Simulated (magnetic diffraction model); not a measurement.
**Solving a magnetic structure from powder neutron data: Ho2PbSe5**

Space group Pbam (no. 55), a = 8.2160 Å, b = 11.5970 Å, c = 4.1560 Å.

```csv
site,atom,x,y,z
2a,Pb,0,0,0
4h,Ho,0.9227,0.6690,1/2
4g,Se,0.3513,0.2999,0
2c,Se,0,1/2,0
4h,Se,0.8084,0.9288,1/2
```

The compound is invented for this exercise: a known structure type with other elements, its cell scaled to their sizes and not relaxed.

Only Ho is taken to order (form factors of Ho3+); orders and moment sizes are assumed, and not adapted to the symmetry. Radiation: neutrons of λ = 2.36 Å, 5° to 65°; isotropic B of 0.32 Å² (Pb), 0.28 Å² (Ho) and 0.38 Å² (Se). The intensities are simulated: I ∝ L Σ (|F_N|² + |F_M⊥|²) for unpolarised neutrons, with F_M = 2.695 fm/μB × Σ f(s) S exp(2πi Q·r) exp(−B s²) at Q = H ± k (one set where k and −k are equivalent), only the part normal to Q counting and L = 1/(sin²θ cos θ). For collinear order S is the moment m, which repeats by lattice and centring translations R with the sign exp(−2πi k·R). Form factors are spin-only for 3d ions and dipole or tabulated for f ions, scattering lengths are Sears's of 1992, and absorption is left out. A label names one of the reflections at its angle. The strongest nuclear line in the range is 100, and lines under 0.2 are left out.

Above the ordering temperature:

```tsv
2θ (°)	index	I
20.27	(1 1 0)	1.9
23.48	(0 2 0)	3.8
28.85	(1 2 0)	0.7
33.39	(2 0 0)	5.2
35.48	(2 1 0)	0.3
39.03	(1 1 1)	5.9
39.43	(1 3 0)	6.7
40.89	(0 2 1)	0.6
41.22	(2 2 0)	5.8
44.38	(1 2 1)	20.3
47.64	(2 0 1)	13.2
48.03	(0 4 0)	3.7
49.23	(2 1 1)	98.4
49.56	(2 3 0)	18.2
51.14	(1 4 0)	54.6
52.33	(1 3 1)	44.3
52.55	(3 1 0)	13.3
53.78	(2 2 1)	100.0
56.91	(3 2 0)	20.4
59.51	(0 4 1)	41.6
59.76	(2 4 0)	7.9
62.21	(1 4 1)	5.8
```
(The table stops after 22 lines; 2 more lie at higher angle.)

Below it (cell unchanged):

```csv
2θ (°),I
11.68,788.1
20.27,18.3
23.48,3.8
28.85,136.8
33.39,21.9
35.11,135.3
35.48,15.3
35.55,0.2
39.03,18.6
39.43,38.1
40.89,0.6
41.22,19.4
44.38,134.9
47.64,51.4
48.03,3.7
49.23,125.3
49.56,18.3
51.14,109.8
52.33,77.6
52.55,18.6
53.78,119.5
56.91,20.7
59.51,41.6
59.76,14.9
61.16,22.5
62.21,75.2
63.46,19.2
63.75,32.9
63.83,3.9
```

**Question.** Find the propagation vector, then choose among these models:
A. collinear moments along [001], 9.4 μB on Ho; signs + at (0.9227, 0.6690, 1/2), − at (0.0773, 0.3310, 1/2), + at (0.4227, 0.8310, 1/2), − at (0.5773, 0.1690, 1/2)
B. collinear moments along [101], 9.4 μB on Ho; signs + at (0.9227, 0.6690, 1/2), − at (0.0773, 0.3310, 1/2), + at (0.4227, 0.8310, 1/2), − at (0.5773, 0.1690, 1/2)
C. collinear moments along [101], 9.4 μB on Ho; signs + at (0.9227, 0.6690, 1/2), + at (0.0773, 0.3310, 1/2), − at (0.4227, 0.8310, 1/2), + at (0.5773, 0.1690, 1/2)
D. collinear moments along [001], 9.4 μB on Ho; signs + at (0.9227, 0.6690, 1/2), + at (0.0773, 0.3310, 1/2), − at (0.4227, 0.8310, 1/2), + at (0.5773, 0.1690, 1/2)

No line moves, and magnetic intensity falls on nuclear lines such as the one at 28.85°; new lines at (0 1 0), (0 1 1) and (0 5 0) have whole indices that obey the lattice centring, at places with no nuclear intensity to speak of, so the magnetic cell equals the chemical primitive cell: k = 0.

Magnetic intensity, observed (below minus above) and for each model:

| 2θ (°) | index | observed | A | B | C | D |
| --- | --- | --- | --- | --- | --- | --- |
| 11.68 | (0 1 0) | 788.1 | 788.1 | 788.1 | 258.4 | 258.4 |
| 16.52 | (1 0 0) | <0.2 | <0.2 | <0.2 | 26.1 | 128.2 |
| 20.27 | (1 1 0) | 16.4 | 35.0 | 16.4 | 79.4 | 168.9 |
| 23.48 | (0 2 0) | <0.2 | <0.2 | <0.2 | 62.5 | 62.5 |
| 28.85 | (1 2 0) | 136.0 | 185.0 | 136.0 | 60.0 | 81.7 |
| 33.39 | (2 0 0) | 16.7 | 82.0 | 16.7 | 6.1 | 30.1 |
| 35.11 | (0 1 1) | 135.3 | 18.8 | 135.3 | 44.3 | 6.2 |
| 44.38 | (1 2 1) | 114.6 | 64.7 | 114.6 | 50.6 | 28.6 |

Model B matches.

The absence at (1 0 0) is telling: the sublattices cancel there.

The structure used: k = (0 0 0), collinear moments along [101], 9.4 μB on Ho; signs + at (0.9227, 0.6690, 1/2), − at (0.0773, 0.3310, 1/2), + at (0.4227, 0.8310, 1/2), − at (0.5773, 0.1690, 1/2).

[Logs are printed without paths, hosts, clocks, repeated set-up lines and the standing remarks that a program may print on its own settings, such as how far it seeks lower states.]
